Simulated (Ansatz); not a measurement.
# How Pd(100) screens a field, part 2 of 2

Where does the screening charge of Pd(100) sit?

Ansatz 0.2.0; plane-wave DFT, PBE, Ansatz PAW.

So far. Step 8 (Atoms held, field -0.2 V/Å): The dipole is -0.107 e·Å.

### Step 9. Atoms held, field 0.4 V/Å

input.yaml reads:

```yaml
crystal:
  lattice:
    - [2.7506453788, 0.0, 0.0]
    - [0.0, 2.7506453788, 0.0]
    - [0.0, 0.0, 27.725]
  atoms:
    - { symbol: Pd, position: [0.5, 0.5, 0.3246167719] }
    - { symbol: Pd, position: [0.0, 0.0, 0.3947700631] }
    - { symbol: Pd, position: [0.5, 0.5, 0.4649233544] }
    - { symbol: Pd, position: [0.0, 0.0, 0.5350766456] }
    - { symbol: Pd, position: [0.5, 0.5, 0.6052299369] }
    - { symbol: Pd, position: [0.0, 0.0, 0.6753832281] }
kpoints:
  mp_grid: { grid: [18, 18, 1] }
hamiltonian:
  xc: pbe
scf:
  occupations: { method: fermi_dirac, width: 0.1 }
  convergence: { dr2_threshold: 1.0e-10 }
efield:
  axis: 3
  dipole_correction: true
  ramp_position: 0.97
  ramp_width: 0.06
  amplitude: 0.4
output:
  forces: true
  write_potential: true
  write_density: true
  volumetric_format: npy
  elf: true
```

Started as:

```
$ ansatz run input.yaml --threads 4 --pin off --max-ram 6144MiB --backend cpu --events-out ev --progress --plain --runs-dir out
```

Numbers of over 12 decimals in the logs are rounded to 6 here.

Output:

```text
[...]
Crystal: 6 atoms, lattice volume = 209.769 Å³
Basis set: ecut = 420 eV, 4177 PW (Γ), exchange–correlation on 40×40×384 points (8 copies of the dense FFT grid, shifted against one another)
Bands: 65, of which v1, the nominal top of the filled ones, is band 54 counted from 1 (53 counted from 0)
Symmetry: 8 space group operations
k-points: 55 of 324
[...]
k-point 0: bands = [... 50 lower, 4.7804, 5.0796, 5.2233, 5.2233, 5.3480, 5.4005, 5.5950, 5.5950, ... 7 higher]
  k-point 1: bands = [... 50 lower, 4.8622, 4.9502, 5.1077, 5.2993, 5.3016, 5.3352, 5.3732, 5.6038, ... 7 higher]
  k-point 2: bands = [... 50 lower, 4.7730, 4.9043, 4.9222, 5.0967, 5.2269, 5.2282, 5.4315, 5.5985, ... 7 higher]
  k-point 54: bands = [... 50 lower, 5.7235, 5.7247, 6.0716, 6.0745, 9.4308, 9.4308, 10.9915, 10.9915, ... 7 higher]
[key lines of the parts left out:]
SCF converged after 16 iterations
Free energy (F): -41835.854251 eV
Fermi energy:    5.425660 eV
Dipole field:    D = 0.184881 V/Å  (p = 0.214325 e·Å, saw-weighted, corrected)
```

Run time: 28 s. Hardware: 4 threads of Arm Neoverse V2, shared host; peak memory 0.8 GiB; 1.8 min of CPU time.

Running mean over 1.945 Å of the planar mean, with the applied field; the ramp of the sawtooth is left out. The electron's electrostatic potential energy less the Fermi level by z:

| z (Å) | electron's electrostatic potential energy less the Fermi level (eV) |
| --- | --- |
| 4 | 3.72 |
| 5 | 4.12 |
| 6 | 4.47 |
| 7 | 4.28 |
| 8 | -1.72 |
| 9 | -8.07 |
| 10 | -8.48 |
| 11 | -8.62 |
| 12 | -8.67 |
| 13 | -8.68 |
| 14 | -8.68 |
| 15 | -8.68 |
| 16 | -8.66 |
| 17 | -8.58 |
| 18 | -8.44 |
| 19 | -7.37 |
| 20 | 1.08 |
| 21 | 5.16 |
| 22 | 5.78 |
| 23 | 6.20 |
| 24 | 6.60 |

The dipole is 0.214 e·Å.

### Step 10. The response

This step: plane-wave DFT, PBE, Ansatz PAW; screening of a field by a metal slab (Ansatz 0.2.0).

The dipoles give the slope, and the difference of two potentials shows where the field is screened.

This step gave:

```
equivalent conductor thickness p/(ε₀AE)      : 12.81 Å
distance between the outer atoms             : 9.725 Å
inner field over outer field                 : -0.001439
image plane, upper face                      : 1.521 Å
induced electrons on the upper face over ε₀E : -1.003
image plane, lower face                      : 1.521 Å
induced electrons on the lower face over ε₀E : 1.003
```

Table of dipole of the cell by applied field:

| applied field (V/Å) | dipole of the cell (e·Å) |
| --- | --- |
| -0.200 | -0.107 |
| -0.100 | -0.0536 |
| -0.050 | -0.0268 |
| 0.000 | 0 |
| 0.050 | 0.0268 |
| 0.100 | 0.0536 |
| 0.200 | 0.107 |
| 0.400 | 0.214 |

Local field over the applied field, running mean. From the potentials at -0.05 and 0.05 V/Å; running mean over 1.945 Å. Local field over applied field against z:

| z (Å) | local field over applied field |
| --- | --- |
| 4.5 | 0.997 |
| 5.0 | 0.992 |
| 5.5 | 0.980 |
| 6.0 | 0.949 |
| 6.5 | 0.878 |
| 7.0 | 0.734 |
| 7.5 | 0.511 |
| 8.0 | 0.282 |
| 8.5 | 0.0972 |
| 9.0 | -0.00200 |
| 9.5 | -0.0118 |
| 10.0 | -0.00257 |
| 10.5 | 0.00651 |
| 11.0 | 0.00729 |
| 11.5 | 0.00337 |
| 12.0 | 9.6e-4 |
| 12.5 | -7.6e-4 |
| 13.0 | -0.00136 |
| 13.5 | -0.00153 |
| 14.0 | -0.00119 |
| 14.5 | -0.00161 |
| 15.0 | -9.6e-4 |
| 15.5 | -1.9e-4 |
| 16.0 | 0.00210 |
| 16.5 | 0.00578 |
| 17.0 | 0.00755 |
| 17.5 | 0.00253 |
| 18.0 | -0.00693 |
| 18.5 | -0.0148 |
| 19.0 | 0.0406 |
| 19.5 | 0.191 |
| 20.0 | 0.404 |
| 20.5 | 0.642 |
| 21.0 | 0.824 |
| 21.5 | 0.924 |
| 22.0 | 0.969 |
| 22.5 | 0.988 |
| 23.0 | 0.996 |
| 23.5 | 0.998 |

The induced electron density oscillates, so the rows of the table below give means over windows of 0.5 Å about each position, cut where the curve ends. Its maxima inside the range that stand out by 2 % of the span (Å: e/Å³ per V/Å): 7.94: 0.00431, 8.95: 5.4e-4, 10.54: 2.9e-4, 11.26: 2.8e-4, 16.75: 2.8e-4, 18.34: 5.0e-4, 19.06: 6.9e-4. Its minima: 8.66: -6.9e-4, 9.39: -5.0e-4, 10.97: -2.8e-4, 16.46: -2.8e-4, 17.18: -2.9e-4, 18.77: -5.4e-4, 19.78: -0.00431.

Electrons, planar mean, per unit field. Induced electron density against z; means over each step:

z (Å), induced electron density (e/Å³ per V/Å) and a bar from the least value:
```
      4.5    0.00002 ###############
      5.0    0.00005 ###############
      5.5    0.00013 ###############
      6.0    0.00034 ################
      6.5    0.00082 ##################
      7.0    0.00183 ######################
      7.5    0.00337 ############################
      8.0    0.00396 ##############################
      8.5    0.00079 ##################
      9.0    0.00009 ###############
      9.5   -0.00032 ##############
     10.0   -0.00024 ##############
     10.5    0.00013 ###############
     11.0   -0.00004 ###############
     11.5    0.00011 ###############
     12.0    0.00000 ###############
     12.5    0.00001 ###############
     13.0   -0.00003 ###############
     13.5    0.00004 ###############
     14.0   -0.00002 ###############
     14.5   -0.00002 ###############
     15.0    0.00002 ###############
     15.5   -0.00001 ###############
     16.0   -0.00002 ###############
     16.5   -0.00009 ###############
     17.0   -0.00006 ###############
     17.5    0.00011 ###############
     18.0    0.00024 ################
     18.5    0.00010 ###############
     19.0    0.00005 ###############
     19.5   -0.00292 ####
     20.0   -0.00394 
     20.5   -0.00248 ######
     21.0   -0.00120 ##########
     21.5   -0.00051 #############
     22.0   -0.00021 ##############
     22.5   -0.00008 ###############
     23.0   -0.00003 ###############
     23.5   -0.00001 ###############
```

By hand: between -0.05 and 0.05 V/Å the dipole changes by 0.05355 e·Å, a slope of 0.5355 e·Å²/V. A perfect conductor of thickness t has p = ε₀AEt, so t = 180.95 × 0.5355 / 7.566 = 12.81 Å (e/ε₀ = 180.95 V·Å, A in Å²). Less the 9.72 Å between the outer atoms, and halved, that puts each image plane 1.54 Å out.

The induced dipole is that of a conductor 12.81 Å thick.

### Step 11. The same run with other settings

This step: plane-wave DFT, PBE, Ansatz PAW (Ansatz 0.2.0).

A run with a changed input: it repeats the earlier run at 0.05 V/Å with efield.dipole_correction from true to false.

Changes to input.yaml since step 9:

```diff
@@ -21,6 +21,6 @@
   axis: 3
-  dipole_correction: true
+  dipole_correction: false
   ramp_position: 0.97
   ramp_width: 0.06
-  amplitude: 0.4
+  amplitude: 0.05
 output:
@@ -30,2 +30 @@
   volumetric_format: npy
-  elf: true
```

Output:

```text
[...]
Crystal: 6 atoms, lattice volume = 209.769 Å³
Basis set: ecut = 420 eV, 4177 PW (Γ), exchange–correlation on 40×40×384 points (8 copies of the dense FFT grid, shifted against one another)
Bands: 65, of which v1, the nominal top of the filled ones, is band 54 counted from 1 (53 counted from 0)
Symmetry: 8 space group operations
k-points: 55 of 324
[...]
SCF iter   1: F=—  HF=-41835.998948 eV  |F-HF|=—  |Δ(HF+E_count)|=         —  Δρ=2.25e-2  dr2=2.21e1  ethr=1.77e-3  p=0.000 e·Å  V_vac-E_F(+/−)=5.33/4.05 eV  ⟨swp⟩=8.0  Hψ=15058  notcnv=0  defer=60
[...]
SCF iter  15: F=-41835.812643 eV  HF=-41835.812643 eV  |F-HF|=1.46e-10  |Δ(HF+E_count)|=   1.11e-9  Δρ=5.19e-8  dr2=5.14e-12  ethr=1.00e-12  p=0.050 e·Å  V_vac-E_F(+/−)=5.65/4.47 eV  ⟨swp⟩=18.0  Hψ=21662  notcnv=0
SCF 1 converged in 15 iterations: F = -41835.812643 eV  dr2 = 5.14e-12
[...]
SCF converged after 15 iterations
Free energy (F): -41835.812643 eV
[...]
Internal energy: -41835.431273 eV  (E = F + TS)
E sigma→0 (E₀):  -41835.621958 eV
Entropy (-TS):   -0.381370 eV (-63.562 meV/atom)
Fermi energy:    5.433794 eV
Dipole field:    D = 0.042928 V/Å  (p = 0.049765 e·Å, saw-weighted)
Work function:   not extracted (applied field tilts the vacuum); planar V_es + V_field profile in the machine report
[...]
--- Forces (eV/Å), atoms counted from 1 ---
  atom   1  Pd    -0.00000000     0.00000000    -0.21331665
  atom   2  Pd     0.00000000     0.00000000    -0.12231280
  atom   3  Pd    -0.00000000     0.00000000    -0.03275191
  atom   4  Pd    -0.00000000     0.00000000     0.03400946
  atom   5  Pd    -0.00000000     0.00000000     0.12139758
  atom   6  Pd     0.00000000     0.00000000     0.21297493
  max |Σ_I F_I| component: 6.05e-7 eV/Å
--- Band table (eV; the first three rows and the last of 55) ---
  k-point 0: bands = [... 50 lower, 4.7886, 5.0878, 5.2314, 5.2314, 5.3562, 5.4087, 5.6031, 5.6031, ... 7 higher]
  k-point 1: bands = [... 50 lower, 4.8703, 4.9584, 5.1166, 5.3075, 5.3097, 5.3433, 5.3813, 5.6119, ... 7 higher]
  k-point 2: bands = [... 50 lower, 4.7811, 4.9135, 4.9303, 5.1049, 5.2353, 5.2361, 5.4396, 5.6066, ... 7 higher]
  k-point 54: bands = [... 50 lower, 5.7321, 5.7324, 6.0809, 6.0816, 9.4388, 9.4388, 10.9994, 10.9994, ... 7 higher]
```

It took 23 s on 4 threads; peak memory 0.83 GiB.

| quantity | this run | earlier run | difference |
| --- | --- | --- | --- |
| dipole along the normal (e·Å) | 0.04976 | 0.02677 | 0.023 |

With the dipole correction off, the periodic images add a field of their own to the typed one.

It moves by +0.023 e·Å.

These numbers are not those of the isolated slab.

### Step 12. A changed input

An input spoilt on purpose, to show how the run answers: it repeats the earlier run at 0.05 V/Å with scf.max_iter to 5.

Changes to input.yaml since step 11:

```diff
@@ -19,5 +19,6 @@
   convergence: { dr2_threshold: 1.0e-10 }
+  max_iter: 5
 efield:
   axis: 3
-  dipole_correction: false
+  dipole_correction: true
   ramp_position: 0.97
```

Output:

```text
Engine: ansatz 0.2.0, aarch64-unknown-linux-gnu
Pseudopotentials: kind: paw
Pseudopotential: Pd, paw, valence charge 18, recommended cutoff 420 eV (normal), Pd.paw.azcp
Functional definition: PBE
  parameter kappa = 0.804
  parameter beta = 0.066725
  exchange = pbe_x(kappa = kappa, mu = beta*pi^2/3)
  correlation = pbe_c(beta = beta)
Crystal: 6 atoms, lattice volume = 209.769 Å³
Basis set: ecut = 420 eV, 4177 PW (Γ), exchange–correlation on 40×40×384 points (8 copies of the dense FFT grid, shifted against one another)
Bands: 65, of which v1, the nominal top of the filled ones, is band 54 counted from 1 (53 counted from 0)
Symmetry: 8 space group operations
k-points: 55 of 324
Non-local potential: Pd, projectors of the file, l = 0: 2, l = 1: 2, l = 2: 2, l = 3: 1
PAW form: soft (Blöchl's): semilocal exchange-correlation on the pseudo side does not see the compensation charge
PAW one-centre angular grid: Pd, 590 points (default); XC on 64 Gauss nodes
Initial density: superposition of atomic densities (neutral atoms: chi_scale 0, normalization atom, screened)
Initial wavefunctions: pseudopotential atomic-orbital guess
Functional: x = pbe(κ = 0.804, μ = 0.219515), c = pbe(β = 0.066725)
SCF iter   1: F=—  HF=-41841.464637 eV  |F-HF|=—  |Δ(HF+E_count)|=         —  Δρ=1.04e-1  dr2=3.29e1  ethr=3.10e-3  p=0.025 e·Å  D=2.19e-2 V/Å  ΔV_dip=-0.61 eV  dr2_dipole=1.99e-3  V_vac-E_F(+/−)=2.88/2.21 eV  ⟨swp⟩=6.9  Hψ=13951  notcnv=0  defer=23
efield: sawtooth ramp at fractional position 0.9700 (set: `efield.ramp_position`, or a place that a band, a saddle search or an elastic batch's reference lends), width 0.0600; the density the first Hamiltonian is built on has a dipole p = 0.025 e·Å; the dipole correction subtracts the counter field D = 2.19e-2 V/Å, which shifts the + side's vacuum level by -0.61 eV against the − side's; the planar-averaged density in the ramp window peaks in size at 7.1e-7 e/Å³
preconditioner: auto → LDOS  [metal: Δε(μ)=0.005 eV  Ē_g=6.470 eV  σ=0.100 eV  W_gap=0.01  n_scr=48 (ndim 8)  ℏωp=19.9 eV  f_vac=0.544  D(μ)=11.13/eV (n_scr^D=102)  β→1.0]
SCF iter   2: F=—  HF=-41844.174137 eV  |F-HF|=—  |Δ(HF+E_count)|=    2.71e0  Δρ=1.27e-1  dr2=3.05e1  ethr=3.10e-3  p=0.025 e·Å  D=2.18e-2 V/Å  ΔV_dip=-0.61 eV  dr2_dipole=1.18e-6  V_vac-E_F(+/−)=5.10/4.43 eV  ⟨swp⟩=3.5  Hψ=9788  notcnv=0  defer=111
SCF iter   3: F=—  HF=-41835.910785 eV  |F-HF|=—  |Δ(HF+E_count)|=    8.26e0  Δρ=1.99e-2  dr2=1.16e0  ethr=3.10e-3  p=0.027 e·Å  D=2.35e-2 V/Å  ΔV_dip=-0.65 eV  dr2_dipole=1.66e-5  V_vac-E_F(+/−)=5.33/4.71 eV  ⟨swp⟩=11.8  Hψ=33371  notcnv=0
SCF iter   4: F=—  HF=-41835.842549 eV  |F-HF|=—  |Δ(HF+E_count)|=   6.82e-2  Δρ=4.55e-3  dr2=3.59e-1  ethr=1.07e-3  p=0.027 e·Å  D=2.31e-2 V/Å  ΔV_dip=-0.64 eV  dr2_dipole=4.46e-6  V_vac-E_F(+/−)=5.14/4.51 eV  ⟨swp⟩=9.8  Hψ=26368  notcnv=0
SCF iter   5: F=—  HF=-41835.812650 eV  |F-HF|=—  |Δ(HF+E_count)|=   2.99e-2  Δρ=1.75e-3  dr2=1.63e-2  ethr=3.32e-4  p=0.027 e·Å  D=2.33e-2 V/Å  ΔV_dip=-0.65 eV  dr2_dipole=3.20e-6  V_vac-E_F(+/−)=5.42/4.79 eV  ⟨swp⟩=9.7  Hψ=24436  notcnv=0
Error: did not converge after 5 iterations: dr2 = 1.63e-2 (threshold 1.00e-10), under the density mixer `msr1`, which `scf.mixing.algorithm: auto` chose by the deck's other keys (type `scf.mixing.algorithm: msr1` to keep it); raise `scf.max_iter`, which need not help a stalled SCF, or adjust the mixing (`scf.mixing`) or, under a smearing, its width (`scf.occupations.width`, in either direction: another width is another result); this SCF holds its density and magnetisation to the symmetry operations that it keeps, and cannot end on a state that breaks one of them: if the state sought breaks one, re-run with `crystal.symmetry.detect: [rest of the remark cut]
```

Run time: 20 s. Hardware: 4 threads; peak memory 0.76 GiB.

Residual by cycle:

cycle, log10 residual and a bar from the least value:
```
        1        1.5 ##############################
        2        1.5 ##############################
        3        0.1 #################
        4       -0.4 ############
        5       -1.8
```

The run stopped without converging, so none of its numbers is a property of the system.

After 5 cycles the residual stands at 0.016. The cap of 5 cycles in the input ended the loop.

The program's message: “Error: did not converge after 5 iterations: dr2 = 1.63e-2 (threshold 1.00e-10), under the density mixer `msr1`, which `scf.mixing.algorithm: auto` chose by the deck's other keys (type `scf.mixing.algo …”

The fault put into the input: too few SCF iterations.

### Step 13. Results

| Property | Result |
| --- | --- |
| work function | 5.09 eV |
| image plane, upper face | 1.52 Å |
| induced electrons on the upper face over ε₀E | -1.00 |
| equivalent conductor thickness p/(ε₀AE) | 12.8 Å |
| inner field over outer field | -0.00144 |

The induced charge has its centre 1.52 Å outside the outermost atoms; this is the plane from which a capacitor's gap or an image potential counts. The equivalent conductor thickness exceeds the distance between the outer atoms by 3.08 Å, about the sum of the two image-plane distances. In the middle of the slab the field is screened to under 0.5 % of its outer value. The atoms are held at bulk positions with the tabulated experimental lattice constant.

[Logs are printed without paths, hosts, clocks, repeated set-up lines and the standing remarks that a program may print on its own settings, such as how far it seeks lower states.]

[Hosts, paths, dates, database ids (printed as entryN), source tags and the programs' standing remarks are cut or masked in the printed files.]

[Maps of the electrostatic potential energy from Ansatz leave out the sawtooth potential of an applied field or a dipole correction, so their vacuum need not be flat; planar profiles and work functions include it.]
